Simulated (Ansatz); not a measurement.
# Dielectric response of MgO (110) films, part 2 of 3

Wanted: ε of rocksalt MgO (110) by finite fields on slabs, and the band edges against the vacuum where run.

Ansatz 0.2.0; plane-wave DFT, PBE, Ansatz PAW (the session's first sound run).

So far, gap on the k-mesh (eV): step 2 (relaxing the film, 10 atoms, units 5) 1.88; step 10 (relaxing the film, 16 atoms, units 8) 2.09; step 11 (the relaxed film, single point, 16 atoms, units 8) 2.09; step 12 (atoms held, 16 atoms, units 8, field 0.05 V/Å) 1.95; step 13 (single point, 16 atoms, units 8, field -0.05 V/Å) 1.95.

### Step 14. Response with the atoms held, 16 atoms, units 8

This step: plane-wave DFT, PBE, Ansatz PAW; response to a field along the normal, atoms held (Ansatz 0.2.0).

Local field over the applied field, running mean. From the potentials at -0.05 and 0.05 V/Å; running mean over 1.488 Å, taken twice. Local field over applied field against z:

| z (Å) | local field over applied field |
| --- | --- |
| 4.0 | 0.999 |
| 4.5 | 0.998 |
| 5.0 | 0.995 |
| 5.5 | 0.986 |
| 6.0 | 0.965 |
| 6.5 | 0.919 |
| 7.0 | 0.825 |
| 7.5 | 0.679 |
| 8.0 | 0.501 |
| 8.5 | 0.340 |
| 9.0 | 0.243 |
| 9.5 | 0.218 |
| 10.0 | 0.246 |
| 10.5 | 0.282 |
| 11.0 | 0.304 |
| 11.5 | 0.306 |
| 12.0 | 0.301 |
| 12.5 | 0.297 |
| 13.0 | 0.299 |
| 13.5 | 0.304 |
| 14.0 | 0.308 |
| 14.5 | 0.308 |
| 15.0 | 0.304 |
| 15.5 | 0.298 |
| 16.0 | 0.297 |
| 16.5 | 0.302 |
| 17.0 | 0.307 |
| 17.5 | 0.302 |
| 18.0 | 0.277 |
| 18.5 | 0.240 |
| 19.0 | 0.218 |
| 19.5 | 0.253 |
| 20.0 | 0.362 |
| 20.5 | 0.530 |
| 21.0 | 0.706 |
| 21.5 | 0.844 |
| 22.0 | 0.928 |
| 22.5 | 0.970 |
| 23.0 | 0.988 |
| 23.5 | 0.996 |
| 24.0 | 0.998 |

The induced dipole is that of a conductor 9.63 Å thick.

### Step 15. Relaxing the film, 24 atoms, units 12

This step: plane-wave DFT, PBE, Ansatz PAW (Ansatz 0.2.0).

System of this step: MgO (110), 12 units. The cell holds 24 atoms: 12 Mg and 12 O. Its edges and angles: a = 2.977 Å, b = 4.210 Å, c = 34.373 Å, α = 90.0°, β = 90.0°, γ = 90.0°. It derives from MgO (rocksalt MgO). Vacuum lies along c.

File input.yaml:

```yaml
crystal:
  lattice:
    - [2.97691955, 0.0, 0.0]
    - [0.0, 4.21, 0.0]
    - [0.0, 0.0, 34.3730575184]
  atoms:
    - { symbol: Mg, position: [0.5, 0.5, 0.2618329776] }
    - { symbol: O, position: [0.5, 0.0, 0.2618329776] }
    - { symbol: Mg, position: [0.0, 0.0, 0.3051360726] }
    - { symbol: O, position: [0.0, 0.5, 0.3051360726] }
    - { symbol: Mg, position: [0.5, 0.5, 0.3484391676] }
    - { symbol: O, position: [0.5, 0.0, 0.3484391676] }
    - { symbol: Mg, position: [0.0, 0.0, 0.3917422626] }
    - { symbol: O, position: [0.0, 0.5, 0.3917422626] }
    - { symbol: Mg, position: [0.5, 0.5, 0.4350453575] }
    - { symbol: O, position: [0.5, 0.0, 0.4350453575] }
    - { symbol: Mg, position: [0.0, 0.0, 0.4783484525] }
    - { symbol: O, position: [0.0, 0.5, 0.4783484525] }
    - { symbol: Mg, position: [0.5, 0.5, 0.5216515475] }
    - { symbol: O, position: [0.5, 0.0, 0.5216515475] }
    - { symbol: Mg, position: [0.0, 0.0, 0.5649546425] }
    - { symbol: O, position: [0.0, 0.5, 0.5649546425] }
    - { symbol: Mg, position: [0.5, 0.5, 0.6082577374] }
    - { symbol: O, position: [0.5, 0.0, 0.6082577374] }
    - { symbol: Mg, position: [0.0, 0.0, 0.6515608324] }
    - { symbol: O, position: [0.0, 0.5, 0.6515608324] }
    - { symbol: Mg, position: [0.5, 0.5, 0.6948639274] }
    - { symbol: O, position: [0.5, 0.0, 0.6948639274] }
    - { symbol: Mg, position: [0.0, 0.0, 0.7381670224] }
    - { symbol: O, position: [0.0, 0.5, 0.7381670224] }
kpoints:
  mp_grid: { grid: [10, 6, 1] }
hamiltonian:
  xc: pbe
scf:
  occupations: { method: fixed }
  convergence: { dr2_threshold: 1.0e-09 }
efield:
  axis: 3
  dipole_correction: true
  ramp_position: 0.97
  ramp_width: 0.06
relax:
  f_tol: 0.003
  max_steps: 100
output:
  write_potential: true
  write_density: true
  volumetric_format: npy
```

The run is started by

```console
ansatz run input.yaml --threads 4 --pin off --max-ram 8192MiB --backend cpu --events-out ev --progress --plain --runs-dir out
```

It took 3.2 min on 4 threads of Arm Neoverse V1, shared host; peak memory 1.6 GiB.

Step by step:

| step | energy less that of the first step (eV) | largest force component (eV/Å) |
| --- | --- | --- |
| 1 | 0.0000 | 0.9917 |
| 2 | -0.1432 | 0.6161 |
| 3 | -0.2335 | 0.1191 |
| 4 | -0.2377 | 0.0250 |
| 5 | -0.2378 | 0.0076 |
| 6 | -0.2379 | 0.0002 |

Forces are held to the 4 operations that the program found; a distortion that breaks them can't arise in this run.

The atoms that moved most (Å):

| atom | dx | dy | dz | length |
| --- | --- | --- | --- | --- |
| Mg21 | 0.000 | 0.000 | 0.174 | 0.174 |
| Mg3 | 0.000 | 0.000 | -0.174 | 0.174 |
| O22 | 0.000 | 0.000 | 0.116 | 0.116 |
| O4 | 0.000 | 0.000 | -0.116 | 0.116 |
| O24 | 0.000 | 0.000 | 0.079 | 0.079 |
| O2 | 0.000 | 0.000 | -0.079 | 0.079 |
| O6 | 0.000 | 0.000 | -0.071 | 0.071 |
| O20 | 0.000 | 0.000 | 0.071 | 0.071 |

Running mean over 1.488 Å of the planar mean; the ramp of the sawtooth is left out. Table of electron's electrostatic potential energy less the highest filled level by z:

| z (Å) | electron's electrostatic potential energy less the highest filled level (eV) |
| --- | --- |
| 4 | 4.60 |
| 5 | 4.60 |
| 6 | 4.59 |
| 7 | 4.40 |
| 8 | 1.24 |
| 9 | -5.83 |
| 10 | -6.86 |
| 11 | -5.32 |
| 12 | -5.99 |
| 13 | -6.12 |
| 14 | -5.83 |
| 15 | -6.02 |
| 16 | -5.98 |
| 17 | -5.89 |
| 18 | -6.04 |
| 19 | -5.97 |
| 20 | -5.84 |
| 21 | -6.07 |
| 22 | -6.09 |
| 23 | -5.39 |
| 24 | -6.22 |
| 25 | -6.81 |
| 26 | -2.25 |
| 27 | 4.04 |
| 28 | 4.56 |
| 29 | 4.60 |
| 30 | 4.60 |
| 31 | 4.60 |

The relaxation took 6 steps and lowered the energy by 0.24 eV; the largest force on the free atoms ends at 1.5e-4 eV/Å.

The gap is 2.13 eV, with the valence edge 4.60 eV and the conduction edge 2.48 eV under the upper vacuum level.

### Step 16. Side by side

Times are for 4 threads of Arm Neoverse V1, shared host. Results by setting:

| no. | units | gap by band count (eV) | ionisation energy, upper face (eV) | electron affinity, upper face (eV) | time | memory (GiB) |
| --- | --- | --- | --- | --- | --- | --- |
| 1 | 5 | 1.878 | 4.569 | 2.692 | 34 s | 0.71 |
| 2 | 8 | 2.086 | 4.606 | 2.521 | 84 s | 1.1 |
| 3 | 12 | 2.129 | 4.604 | 2.475 | 3.2 min | 1.6 |

The valence density, planar mean (5) oscillates, so the rows of the table below give means over 1.48 Å (shorter at the two ends). Its distinct maxima (Å: e/Å³): 9.0: 1.59, 10.4: 1.60, 12.0: 1.63, 13.6: 1.60, 14.9: 1.59. Distinct minima: 9.8: 0.341, 11.2: 0.265, 12.7: 0.265, 14.2: 0.341.

The runs together. Table of valence density, planar mean by z; means over each step:

| z (Å) | 5 (e/Å³) | 8 (e/Å³) | 12 (e/Å³) |
| --- | --- | --- | --- |
| 5.18 | 5.6e-5 | 5.9e-5 | 6.7e-5 |
| 6.66 | 0.00266 | 0.00287 | 0.00328 |
| 8.14 | 0.260 | 0.288 | 0.331 |
| 9.62 | 0.966 | 0.982 | 0.986 |
| 11.10 | 0.786 | 0.756 | 0.759 |
| 12.58 | 0.795 | 0.862 | 0.857 |
| 14.06 | 0.962 | 0.815 | 0.822 |
| 15.54 | 0.535 | 0.862 | 0.840 |
| 17.02 | 0.00555 | 0.783 | 0.830 |
| 18.50 | 1.1e-4 | 0.957 | 0.841 |
| 19.98 | 2.4e-6 | 0.585 | 0.833 |
| 21.46 | 0 | 0.00652 | 0.856 |
| 22.94 | 0 | 1.3e-4 | 0.802 |

### Step 17. The relaxed film, single point, 24 atoms, units 12

File input.yaml:

```yaml
crystal:
  lattice:
    - [2.97691955, 0.0, 0.0]
    - [0.0, 4.21, 0.0]
    - [0.0, 0.0, 34.3730575184]
  atoms:
    - { symbol: Mg, position: [0.5, 0.5, 0.2621214714] }
    - { symbol: O, position: [0.5, 0.0, 0.2595401278] }
    - { symbol: Mg, position: [0.0, 0.0, 0.3000789182] }
    - { symbol: O, position: [0.0, 0.5, 0.3017549446] }
    - { symbol: Mg, position: [0.5, 0.5, 0.3469591416] }
    - { symbol: O, position: [0.5, 0.0, 0.3463858103] }
    - { symbol: Mg, position: [0.0, 0.0, 0.3898230163] }
    - { symbol: O, position: [0.0, 0.5, 0.390101221] }
    - { symbol: Mg, position: [0.5, 0.5, 0.4342219795] }
    - { symbol: O, position: [0.5, 0.0, 0.4341024259] }
    - { symbol: Mg, position: [0.0, 0.0, 0.477957067] }
    - { symbol: O, position: [0.0, 0.5, 0.4780272561] }
    - { symbol: Mg, position: [0.5, 0.5, 0.5220429329] }
    - { symbol: O, position: [0.5, 0.0, 0.5219727437] }
    - { symbol: Mg, position: [0.0, 0.0, 0.5657780205] }
    - { symbol: O, position: [0.0, 0.5, 0.5658975739] }
    - { symbol: Mg, position: [0.5, 0.5, 0.6101769837] }
    - { symbol: O, position: [0.5, 0.0, 0.6098987789] }
    - { symbol: Mg, position: [0.0, 0.0, 0.6530408585] }
    - { symbol: O, position: [0.0, 0.5, 0.6536141896] }
    - { symbol: Mg, position: [0.5, 0.5, 0.699921082] }
    - { symbol: O, position: [0.5, 0.0, 0.6982450555] }
    - { symbol: Mg, position: [0.0, 0.0, 0.7378785288] }
    - { symbol: O, position: [0.0, 0.5, 0.7404598724] }
kpoints:
  mp_grid: { grid: [10, 6, 1] }
hamiltonian:
  xc: pbe
scf:
  occupations: { method: fixed }
  convergence: { dr2_threshold: 1.0e-09 }
efield:
  axis: 3
  dipole_correction: true
  ramp_position: 0.97
  ramp_width: 0.06
output:
  eigenvalues: true
  dos: { projected: true, e_range: [-7, 7] }
  write_potential: true
  write_density: true
  volumetric_format: npy
checkpoint:
  write: end12.run
  compress: false
  write_wavefunctions: false
```

Run time: 59 s. Hardware: 4 threads; peak memory 2 GiB.

Running mean over 1.488 Å of the planar mean; the ramp of the sawtooth is left out. Electron's electrostatic potential energy less the highest filled level against z:

(Unchanged from step 15.)

The gap is 2.13 eV, with the valence edge 4.60 eV and the conduction edge 2.47 eV under the upper vacuum level.

### Step 18. Atoms held, 24 atoms, units 12, field 0.05 V/Å

input.yaml: that of step 17 with these lines changed.

```diff
@@ -36,3 +36,3 @@
   occupations: { method: fixed }
-  convergence: { dr2_threshold: 1.0e-09 }
+  convergence: { dr2_threshold: 1.0e-10 }
 efield:
@@ -42,5 +42,4 @@
   ramp_width: 0.06
+  amplitude: 0.05
 output:
-  eigenvalues: true
-  dos: { projected: true, e_range: [-7, 7] }
   write_potential: true
@@ -48,5 +47 @@
   volumetric_format: npy
-checkpoint:
-  write: end12.run
-  compress: false
-  write_wavefunctions: false
```

Elapsed: 68 s, on 4 threads; peak memory 2 GiB; 4.4 min of CPU time.

The dipole is 0.0478 e·Å, and the gap on the mesh 1.873 eV.

### Step 19. Single point, 24 atoms, units 12, field -0.05 V/Å

input.yaml: that of step 18 with these lines changed.

```diff
@@ -42,3 +42,3 @@
   ramp_width: 0.06
-  amplitude: 0.05
+  amplitude: -0.05
 output:
```

The job ended after 68 s (4 threads; peak memory 2 GiB).

The dipole is -0.0478 e·Å, and the gap on the mesh 1.873 eV.

### Step 20. Response with the atoms held, 24 atoms, units 12

This step: plane-wave DFT, PBE, Ansatz PAW; response to a field along the normal, atoms held (Ansatz 0.2.0).

Local field over the applied field, running mean. From the potentials at -0.05 and 0.05 V/Å; running mean over 1.488 Å, taken twice. Table of local field over applied field by z:

| z (Å) | local field over applied field |
| --- | --- |
| 5 | 0.995 |
| 6 | 0.963 |
| 7 | 0.815 |
| 8 | 0.485 |
| 9 | 0.237 |
| 10 | 0.249 |
| 11 | 0.305 |
| 12 | 0.301 |
| 13 | 0.301 |
| 14 | 0.308 |
| 15 | 0.308 |
| 16 | 0.308 |
| 17 | 0.309 |
| 18 | 0.308 |
| 19 | 0.307 |
| 20 | 0.309 |
| 21 | 0.304 |
| 22 | 0.298 |
| 23 | 0.307 |
| 24 | 0.277 |
| 25 | 0.218 |
| 26 | 0.363 |
| 27 | 0.706 |
| 28 | 0.929 |
| 29 | 0.988 |
| 30 | 0.998 |

The induced dipole is that of a conductor 13.81 Å thick.

### Step 21. Field on, atoms free, 24 atoms, units 12, field 0.05 V/Å

This step: plane-wave DFT, PBE, Ansatz PAW (Ansatz 0.2.0).

The same pair of relaxations in the field for this thickness.

input.yaml: that of step 19 with these lines changed.

```diff
@@ -42,3 +42,6 @@
   ramp_width: 0.06
-  amplitude: -0.05
+  amplitude: 0.05
+relax:
+  f_tol: 0.0006
+  max_steps: 70
 output:
```

Elapsed: 2.3 min, on 4 threads; peak memory 1.6 GiB; 9 min of CPU time.

Hardly anything moved in the relaxation; the energy changed by under 0.2 meV an atom.

The relaxation took 4 steps and lowered the energy by 3.3e-4 eV; the largest force on the free atoms ends at 2.7e-4 eV/Å.

The dipole is 0.0612 e·Å, and the gap on the mesh 2.051 eV.

### Step 22. Relaxing in the field, 24 atoms, units 12, field -0.05 V/Å

input.yaml: that of step 21 with these lines changed.

```diff
@@ -42,3 +42,3 @@
   ramp_width: 0.06
-  amplitude: 0.05
+  amplitude: -0.05
 relax:
```

Run time: 2.3 min. Hardware: 4 threads; peak memory 1.6 GiB.

No atom moved by 0.005 Å in the relaxation.

The relaxation took 4 steps and lowered the energy by 3.3e-4 eV; the largest force on the free atoms ends at 2.7e-4 eV/Å.

The dipole is -0.0612 e·Å, and the gap on the mesh 2.051 eV.

### Step 23. Response with the atoms relaxed, 24 atoms, units 12

This step: plane-wave DFT, PBE, Ansatz PAW; response to a field along the normal, atoms relaxed (Ansatz 0.2.0).

Numbers from this step:

```yaml
equivalent_conductor_thickness_p_eps_0ae: 17.67 Å
inner_field_over_outer_field: 0.09691
local_eps_in_the_middle: 10.32
```

Local field over the applied field, running mean. From the potentials at -0.05 and 0.05 V/Å; running mean over 1.488 Å, taken twice. Table of local field over applied field by z:

z (Å), local field over applied field and a bar from the least value:
```
        5      0.995 ##############################
        6      0.967 #############################
        7      0.805 ########################
        8      0.381 ############
        9     -0.007 #
       10      0.050 ##
       11      0.155 #####
       12      0.057 ###
       13      0.083 ###
       14      0.112 ####
       15      0.079 ###
       16      0.086 ###
       17      0.098 ####
       18      0.093 ####
       19      0.078 ###
       20      0.099 ####
       21      0.106 ####
       22      0.051 ##
       23      0.121 ####
       24      0.119 ####
       25     -0.032 
       26      0.207 #######
       27      0.681 #####################
       28      0.936 ############################
       29      0.990 ##############################
       30      0.999 ##############################
```

The induced dipole is that of a conductor 17.67 Å thick.

### Step 24. Electronic ε from the series

This step: plane-wave DFT, PBE, Ansatz PAW; permittivity from the thickness series, atoms held (Ansatz 0.2.0).

Each added layer adds t(1 − 1/ε) to the dipole term, so the slope against thickness gives ε without a choice of where the film ends.

This step gave:

| Quantity | Value |
| --- | --- |
| slope | 0.6892 |
| intercept of the fit | 2.409 Å |
| ε of the interior | 3.217 |

The equivalent conductor thickness by distance between the outer atoms:

| distance between the outer atoms (Å) | equivalent conductor thickness (Å) |
| --- | --- |
| 5.96 | 6.52 |
| 10.49 | 9.63 |
| 16.53 | 13.8 |

By hand, from the thinnest and the thickest film: slope = (13.805 − 6.520) / (16.531 − 5.957) = 0.689, so ε = 1/(1 − 0.689) = 3.21.

### Step 25. Static ε from the series

This step: plane-wave DFT, PBE, Ansatz PAW; permittivity from the thickness series, atoms relaxed (Ansatz 0.2.0).

The same fit for the relaxed films. The nearer its slope lies to 1, the more ε hangs on small errors.

This step gave:

| Quantity | Value |
| --- | --- |
| slope | 0.9029 |
| intercept of the fit | 2.741 Å |
| ε of the interior | 10.30 |

The equivalent conductor thickness by distance between the outer atoms:

| distance between the outer atoms (Å) | equivalent conductor thickness (Å) |
| --- | --- |
| 5.96 | 8.12 |
| 16.53 | 17.7 |

By hand, from the thinnest and the thickest film: slope = (17.666 − 8.120) / (16.531 − 5.957) = 0.903, so ε = 1/(1 − 0.903) = 10.3. One nm of such a film has the capacitance of 3.9/10.3 = 0.38 nm of SiO₂ (its equivalent oxide thickness).

### Step 26. The bulk crystal

This step: plane-wave DFT, PBE, Ansatz PAW (Ansatz 0.2.0).

System of this step: rocksalt MgO. It takes space group Fm-3m (No. 225, cubic). Conventional cell: a = 4.210 Å, b = 4.210 Å, c = 4.210 Å, α = 90.00°, β = 90.00°, γ = 90.00°. Mg has 6 O at 2.10 Å nearest. Nearest to O lie 6 Mg at 2.10 Å. Farther neighbours, and contacts between anions beyond the nearest, are not listed.

Band edges are better read in the bulk than in a thin slab, where confinement and surface states shift them. The bulk run gives them against its mean potential.

File input.yaml:

```yaml
crystal:
  lattice:
    - [0.0, 2.105, 2.105]
    - [2.105, 0.0, 2.105]
    - [2.105, 2.105, 0.0]
  atoms:
    - { symbol: Mg, position: [0.0, 0.0, 0.0] }
    - { symbol: O, position: [0.5, 0.5, 0.5] }
kpoints:
  mp_grid: { grid: [12, 12, 12] }
  band_path: { path: [VBM, CBM], npoints: 1 }
hamiltonian:
  xc: pbe
scf:
  occupations: { method: fixed }
  convergence: { dr2_threshold: 1.0e-09 }
output:
  eigenvalues: true
checkpoint:
  write: bulk.run
  compress: false
  write_wavefunctions: false
```

Elapsed: 0.71 s, on 4 threads; peak memory 0.25 GiB.

This step gave:

* gap on the k-mesh: 4.758 eV
* gap along the path: 4.758 eV
* smallest direct gap along the path: 4.758 eV
* gap, the smaller of path and mesh: 4.758 eV

The gap is 4.76 eV.

### Step 27. Band edges against the vacuum, levels PBE

This step: plane-wave DFT, PBE, Ansatz PAW; band edges against the vacuum, bulk levels by PBE (Ansatz 0.2.0).

System of this step: MgO (110), 12 units. The cell holds 24 atoms: 12 Mg and 12 O. Its edges and angles: a = 2.977 Å, b = 4.210 Å, c = 34.373 Å, α = 90.0°, β = 90.0°, γ = 90.0°. It derives from MgO (rocksalt MgO). Vacuum lies along c.

The averaged potential in the middle of the thickest slab ties the bulk's levels to the vacuum level.

File align.yaml:

```yaml
surface:
  bulk: { run: bulk.run }
  slab: { run: end12.run, axis: 3 }
  face: plus
  period: 1.48846
```

The run is started by

```console
ansatz align-bands align.yaml -- --threads 4 --pin off
```

Elapsed: 0.07 s, on 4 threads.

Read from the output:

```yaml
ionisation_energy: 5.383 eV
electron_affinity: 0.6258 eV
slab_level_shift: 0.7797 eV
```

Check by hand: ionisation energy less affinity, 5.38 − (0.63) = 4.76 eV, is the bulk gap at this level.

The program warns that the averaged potential varies by 0.17 eV in the slab's middle, which these edges carry as an error.

(Part 2 of 3 ends here.)

[Long decimals in the printed logs are rounded to 6 places.]

[Logs are printed without paths, hosts, clocks, repeated set-up lines and the standing remarks that a program may print on its own settings, such as how far it seeks lower states.]

[Hosts, paths, dates, database ids (printed as entryN), source tags and the programs' standing remarks are cut or masked in the printed files.]

[Maps of the electrostatic potential energy from Ansatz leave out the sawtooth potential of an applied field or a dipole correction, so their vacuum need not be flat; planar profiles and work functions include it.]
